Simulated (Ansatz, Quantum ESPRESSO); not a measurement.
## Lattice dynamics of KTaO3 (Pm-3m) in two programs

How does KTaO3 (Pm-3m) vibrate, and is this structure a minimum?

Method: DFT LDA, scalar-relativistic, plane waves, PseudoDojo norm-conserving pseudopotentials, in Quantum ESPRESSO 7.5.

### 1. Set-up

The structure is cubic, space group Pm-3m (No. 221). The conventional cell has a = 3.988 Å, b = 3.988 Å, c = 3.988 Å, α = 90.00°, β = 90.00°, γ = 90.00°. K has 12 O at 2.82 Å nearest. Ta has 6 O at 1.99 Å nearest. O has 2 Ta at 1.99 Å and 4 K at 2.82 Å nearest. Farther neighbours and most contacts between anions are not listed.

Structure file:

```cif
data_structure
_symmetry_space_group_name_H-M 'P 1'
_symmetry_Int_Tables_number 1
_cell_length_a 3.9883
_cell_length_b 3.9883
_cell_length_c 3.9883
_cell_angle_alpha 90.000
_cell_angle_beta 90.000
_cell_angle_gamma 90.000
_cell_volume 63.44
loop_
_atom_site_label
_atom_site_type_symbol
_atom_site_fract_x
_atom_site_fract_y
_atom_site_fract_z
_atom_site_occupancy
K1 K 0.50000 0.50000 0.50000 1
Ta2 Ta 0.00000 0.00000 0.00000 1
O3 O 0.50000 0.00000 0.00000 1
O4 O 0.00000 0.50000 0.00000 1
O5 O 0.00000 0.00000 0.50000 1
```

### 2. A first look

Before anything dear is run, a loose run with smearing shows whether this is a metal and how far the cell is from rest.

probe.in

```
&CONTROL
  calculation = 'scf'
  prefix      = 'x'
  outdir      = './tmp'
  pseudo_dir  = './pseudo'
  tprnfor     = .true.
  tstress     = .true.
  verbosity   = 'high'
/
&SYSTEM
  ibrav       = 1
  celldm(1)   = 7.5367947
  nat         = 5
  ntyp        = 3
  ecutwfc     = 84.0
  occupations = 'smearing'
  smearing    = 'gaussian'
  degauss     = 0.01
/
&ELECTRONS
  conv_thr         = 1.0d-07
  mixing_beta      = 0.7
  electron_maxstep = 100
/
ATOMIC_SPECIES
 K      39.0983  K.upf
 Ta    180.9479  Ta.upf
 O      15.9990  O.upf
ATOMIC_POSITIONS crystal
 K      0.500000000   0.500000000   0.500000000
 Ta     0.000000000   0.000000000   0.000000000
 O      0.500000000   0.000000000   0.000000000
 O      0.000000000   0.500000000   0.000000000
 O      0.000000000   0.000000000   0.500000000
K_POINTS automatic
 4 4 4 0 0 0
```

Command:

```bash
OMP_NUM_THREADS=1 mpirun -n 8 pw.x -nk 8 -in probe.in > probe.out
```

The log of the run:

```text
[banners, grids, parts of the stress and lines that vanish by symmetry left out]
Program PWSCF v.7.5
     bravais-lattice index     =            1
     lattice parameter (alat)  =       7.5368  a.u.
[...]
kinetic-energy cutoff     =      84.0000  Ry
     charge density cutoff     =     336.0000  Ry
     scf convergence threshold =      1.0E-07
[...]
Exchange-correlation= SLA  PW   NOGX NOGC
                           (   1   4   0   0   0   0   0)
[...]
48 Sym. Ops., with inversion, found
[...]
(     0          1          0      )
                  (     0          0          1      )
[...]
(  0.0000000  1.0000000  0.0000000 )
                  (  0.0000000  0.0000000  1.0000000 )
[...]
(     0         -1          0      )
                  (     0          0          1      )
[...]
( -1.0000000  0.0000000  0.0000000 )
                  (  0.0000000  1.0000000  0.0000000 )
[...]
number of k points=    10  Gaussian smearing, width (Ry)=  0.0100
[...]
End of self-consistent calculation
[...]
the Fermi energy is     9.2965 ev
!    total energy              =    -289.77281909 Ry
[...]
convergence has been achieved in  10 iterations
[...]
atom    1 type  1   force =     0.00000000    0.00000000    0.00000000
     atom    2 type  2   force =     0.00000000    0.00000000    0.00000000
     atom    3 type  3   force =     0.00000000    0.00000000    0.00000000
     atom    4 type  3   force =     0.00000000    0.00000000    0.00000000
     atom    5 type  3   force =     0.00000000    0.00000000    0.00000000
[...]
Total force =     0.000000     Total SCF correction =     0.000000
[...]
total   stress  (Ry/bohr**3)                   (kbar)     P=      -76.28
[...]
XML data file, charge density, pseudopotentials, collected wavefunctions

   JOB DONE.
```

Wall time 9.7 s (8 MPI ranks of Arm Neoverse N1, shared host).

Read from the output:

```
volume per atom   : 12.69 Å³
pressure          : -7.628 GPa
gap on the k-mesh : 2.070 eV
```

A gap of 2.1 eV opens on this mesh, so the crystal is taken as an insulator; the start stands at -7.6 GPa.

### 3. Relaxing the cell and atoms

The relaxation runs at a cutoff a fifth above that of the response, since stress converges more slowly with the basis than frequencies do. Forces and stress are brought to rest with tight thresholds.

relax.in

```
&CONTROL
  calculation   = 'vc-relax'
  prefix        = 'x'
  outdir        = './tmp'
  pseudo_dir    = './pseudo'
  tprnfor       = .true.
  tstress       = .true.
  forc_conv_thr = 2.0d-05
  etot_conv_thr = 1.0d-07
  nstep         = 40
/
&SYSTEM
  ibrav       = 1
  celldm(1)   = 7.5367947
  nat         = 5
  ntyp        = 3
  ecutwfc     = 101
  occupations = 'fixed'
  nbnd        = 22
/
&ELECTRONS
  conv_thr         = 1.0d-11
  mixing_beta      = 0.7
  electron_maxstep = 100
/
&IONS
/
&CELL
  press_conv_thr = 0.2
/
ATOMIC_SPECIES
 K      39.0983  K.upf
 Ta    180.9479  Ta.upf
 O      15.9990  O.upf
ATOMIC_POSITIONS crystal
 K      0.500000000   0.500000000   0.500000000
 Ta     0.000000000   0.000000000   0.000000000
 O      0.500000000   0.000000000   0.000000000
 O      0.000000000   0.500000000   0.000000000
 O      0.000000000   0.000000000   0.500000000
K_POINTS automatic
 6 6 6 0 0 0
```

Command:

```bash
OMP_NUM_THREADS=1 mpirun -n 8 pw.x -nk 8 -in relax.in > relax.out
```

The log of the run:

```text
[banners, grids, parts of the stress and lines that vanish by symmetry left out]
[banner, memory and clock lines left out]
Program PWSCF v.7.5

[...]
kinetic-energy cutoff     =     101.0000  Ry
     charge density cutoff     =     404.0000  Ry
     scf convergence threshold =      1.0E-11
[...]
energy convergence thresh.=      1.0E-07
     force convergence thresh. =      2.0E-05
     press convergence thresh. =      2.0E-01
     Exchange-correlation= SLA  PW   NOGX NOGC
                           (   1   4   0   0   0   0   0)
[...]
48 Sym. Ops., with inversion, found
[...]
number of k points=    20
[...]
End of self-consistent calculation
[...]
highest occupied, lowest unoccupied level (ev):     8.3724   10.4596
!    total energy              =    -289.77468388 Ry
[...]
convergence has been achieved in  15 iterations
[...]
atom    1 type  1   force =     0.00000000    0.00000000    0.00000000
     atom    2 type  2   force =     0.00000000    0.00000000    0.00000000
     atom    3 type  3   force =     0.00000000    0.00000000    0.00000000
     atom    4 type  3   force =     0.00000000    0.00000000    0.00000000
     atom    5 type  3   force =     0.00000000    0.00000000    0.00000000
     Total force =     0.000000     Total SCF correction =     0.000000
[...]
total   stress  (Ry/bohr**3)                   (kbar)     P=      -76.34
[...]
number of bfgs steps    =   0
[...]
CELL_PARAMETERS (alat=  7.53679470)
[...]
ATOMIC_POSITIONS (crystal)
K                0.5000000000        0.5000000000        0.5000000000
Ta               0.0000000000        0.0000000000        0.0000000000
O                0.5000000000        0.0000000000        0.0000000000
O                0.0000000000        0.5000000000        0.0000000000
[...]
New effective cutoffs (rho, wfc):  414.48  103.64
[...]
End of self-consistent calculation
[...]
highest occupied, lowest unoccupied level (ev):     8.9195   11.0883
!    total energy              =    -289.77892343 Ry
[...]
convergence has been achieved in  11 iterations
[...]
atom    1 type  1   force =     0.00000000    0.00000000    0.00000000
     atom    2 type  2   force =     0.00000000    0.00000000    0.00000000
     atom    3 type  3   force =     0.00000000    0.00000000    0.00000000
     atom    4 type  3   force =     0.00000000    0.00000000    0.00000000
     atom    5 type  3   force =     0.00000000    0.00000000    0.00000000
     Total force =     0.000000     Total SCF correction =     0.000000
[...]
total   stress  (Ry/bohr**3)                   (kbar)     P=        3.39
[...]
number of bfgs steps    =   1
[...]
CELL_PARAMETERS (alat=  7.53679470)
[...]
ATOMIC_POSITIONS (crystal)
[...]
New effective cutoffs (rho, wfc):  414.03  103.53
[...]
End of self-consistent calculation
[...]
highest occupied, lowest unoccupied level (ev):     8.8963   11.0617
!    total energy              =    -289.77893065 Ry
[...]
convergence has been achieved in  10 iterations
[...]
atom    1 type  1   force =     0.00000000    0.00000000    0.00000000
     atom    2 type  2   force =     0.00000000    0.00000000    0.00000000
     atom    3 type  3   force =     0.00000000    0.00000000    0.00000000
     atom    4 type  3   force =     0.00000000    0.00000000    0.00000000
[...]
Total force =     0.000000     Total SCF correction =     0.000000
[...]
total   stress  (Ry/bohr**3)                   (kbar)     P=       -0.23
[...]
number of bfgs steps    =   2
[...]
CELL_PARAMETERS (alat=  7.53679470)
[...]
ATOMIC_POSITIONS (crystal)
[...]
New effective cutoffs (rho, wfc):  414.06  103.53
[...]
End of self-consistent calculation
[...]
highest occupied, lowest unoccupied level (ev):     8.8978   11.0634
!    total energy              =    -289.77893068 Ry
[...]
convergence has been achieved in   6 iterations
[...]
atom    3 type  3   force =     0.00000000    0.00000000    0.00000000
     atom    4 type  3   force =     0.00000000    0.00000000    0.00000000
     atom    5 type  3   force =     0.00000000    0.00000000    0.00000000
     Total force =     0.000000     Total SCF correction =     0.000000
[...]
total   stress  (Ry/bohr**3)                   (kbar)     P=       -0.00
[...]
bfgs converged in   4 scf cycles and   3 bfgs steps
[...]
End of BFGS Geometry Optimization
     Final enthalpy           =    -289.7789306779 Ry
     File ./tmp/x.bfgs deleted, as requested
[...]
CELL_PARAMETERS (alat=  7.53679470)
[...]
ATOMIC_POSITIONS (crystal)
[...]
O                0.0000000000        0.5000000000        0.0000000000
O                0.0000000000        0.0000000000        0.5000000000
[...]
Final scf calculation at the relaxed structure.
[...]
kinetic-energy cutoff     =     101.0000  Ry
     charge density cutoff     =     404.0000  Ry
     scf convergence threshold =      1.0E-13
[...]
press convergence thresh. =      2.0E-01
     Exchange-correlation= SLA  PW   NOGX NOGC
                           (   1   4   0   0   0   0   0)
[...]
48 Sym. Ops., with inversion, found
[...]
number of k points=    20
[...]
End of self-consistent calculation
[...]
highest occupied, lowest unoccupied level (ev):     8.8978   11.0634
!    total energy              =    -289.77892190 Ry
[...]
convergence has been achieved in  17 iterations
[...]
atom    1 type  1   force =     0.00000000    0.00000000    0.00000000
     atom    2 type  2   force =     0.00000000    0.00000000    0.00000000
     atom    3 type  3   force =     0.00000000    0.00000000    0.00000000
     atom    4 type  3   force =     0.00000000    0.00000000    0.00000000
     atom    5 type  3   force =     0.00000000    0.00000000    0.00000000
     Total force =     0.000000     Total SCF correction =     0.000000
[...]
total   stress  (Ry/bohr**3)                   (kbar)     P=       -0.01
[...]
XML data file, charge density, pseudopotentials, collected wavefunctions
```

Elapsed: 89 s, on 8 MPI ranks; 12 min of CPU time.

Relaxation path:

| step | energy less that of the first step (eV) | largest force (eV/Å) | pressure (GPa) | volume (Å³) |
| --- | --- | --- | --- | --- |
| 1 | 0.0000 | 0.0000 | -7.63 | 63.44 |
| 2 | -0.0577 | 0.0000 | 0.34 | 61.00 |
| 3 | -0.0578 | 0.0000 | -0.02 | 61.10 |
| 4 | -0.0578 | 0.0000 | 0.00 | 61.10 |
| 5 | -0.0577 | 0.0000 | 0.00 | 61.10 |

| conventional cell, symmetrised | before | after | change |
| --- | --- | --- | --- |
| a (Å) | 3.988 | 3.939 | -1.2 % |
| b (Å) | 3.988 | 3.939 | -1.2 % |
| c (Å) | 3.988 | 3.939 | -1.2 % |
| volume (Å³/atom) | 12.69 | 12.22 | -3.7 % |

Final coordinates:

```xyz
5
Lattice="3.9386 0.0000 0.0000 0.0000 3.9386 0.0000 0.0000 0.0000 3.9386" Properties=species:S:1:pos:R:3 pbc="T T T"
K     1.9693    1.9693    1.9693
Ta    0.0000    0.0000    0.0000
O     1.9693    0.0000    0.0000
O     0.0000    1.9693    0.0000
O     0.0000    0.0000    1.9693
```

The last row of the table of steps is pw.x's closing run on a basis chosen anew for the final cell, so its energy can jump.

Numbers from this step:

```yaml
volume_per_atom: 12.22 Å³
pressure: -0.001 GPa
gap_on_the_k_mesh: 2.166 eV
```

The volume changes by -3.7 % from the cell with which this run began.

### 4. Ground state

Perturbation theory inherits every error of the wavefunctions, so the threshold is set near the limit of the arithmetic. With a gap, occupations are fixed, which also allows the response to an electric field.

scf.in

```
&CONTROL
  calculation = 'scf'
  prefix      = 'x'
  outdir      = './tmp'
  pseudo_dir  = './pseudo'
  tprnfor     = .true.
  tstress     = .true.
/
&SYSTEM
  ibrav       = 1
  celldm(1)   = 7.44281437
  nat         = 5
  ntyp        = 3
  ecutwfc     = 84.0
  occupations = 'fixed'
  nbnd        = 22
/
&ELECTRONS
  conv_thr         = 1.0d-12
  mixing_beta      = 0.7
  electron_maxstep = 100
/
ATOMIC_SPECIES
 K      39.0983  K.upf
 Ta    180.9479  Ta.upf
 O      15.9990  O.upf
ATOMIC_POSITIONS crystal
 K      0.500000000   0.500000000   0.500000000
 Ta     0.000000000   0.000000000   0.000000000
 O      0.500000000   0.000000000   0.000000000
 O      0.000000000   0.500000000   0.000000000
 O      0.000000000   0.000000000   0.500000000
K_POINTS automatic
 6 6 6 0 0 0
```

Command:

```bash
OMP_NUM_THREADS=1 mpirun -n 8 pw.x -nk 8 -in scf.in > scf.out
```

The log of the run:

```text
[banners, grids, parts of the stress and lines that vanish by symmetry left out]
[banner, memory and clock lines left out]
Program PWSCF v.7.5

[...]
kinetic-energy cutoff     =      84.0000  Ry
     charge density cutoff     =     336.0000  Ry
     scf convergence threshold =      1.0E-12
[...]
Exchange-correlation= SLA  PW   NOGX NOGC
                           (   1   4   0   0   0   0   0)
[...]
48 Sym. Ops., with inversion, found
[...]
number of k points=    20
[...]
End of self-consistent calculation
[...]
highest occupied, lowest unoccupied level (ev):     8.8977   11.0634
!    total energy              =    -289.77882468 Ry
[...]
convergence has been achieved in  23 iterations
[...]
atom    1 type  1   force =     0.00000000    0.00000000    0.00000000
     atom    2 type  2   force =     0.00000000    0.00000000    0.00000000
     atom    3 type  3   force =     0.00000000    0.00000000    0.00000000
     atom    4 type  3   force =     0.00000000    0.00000000    0.00000000
     atom    5 type  3   force =     0.00000000    0.00000000    0.00000000
     Total force =     0.000000     Total SCF correction =     0.000000
[...]
total   stress  (Ry/bohr**3)                   (kbar)     P=       -0.29
[...]
XML data file, charge density, pseudopotentials, collected wavefunctions
```

Run time: 24 s. Hardware: 8 MPI ranks; 3.2 min of CPU time.

This step gave:

```
pressure : -0.02900 GPa
```

The cell stands at -0.029 GPa, close enough for phonons.

(Continued in part 2 of 5.)

[Host names and launcher messages were left out of these logs when they were recorded.]

[Logs are printed without paths, hosts, clocks, repeated set-up lines and the standing remarks that a program may print on its own settings, such as how far it seeks lower states.]

[Hosts, paths, dates, database ids (printed as entryN), source tags and the programs' standing remarks are cut or masked in the printed files.]
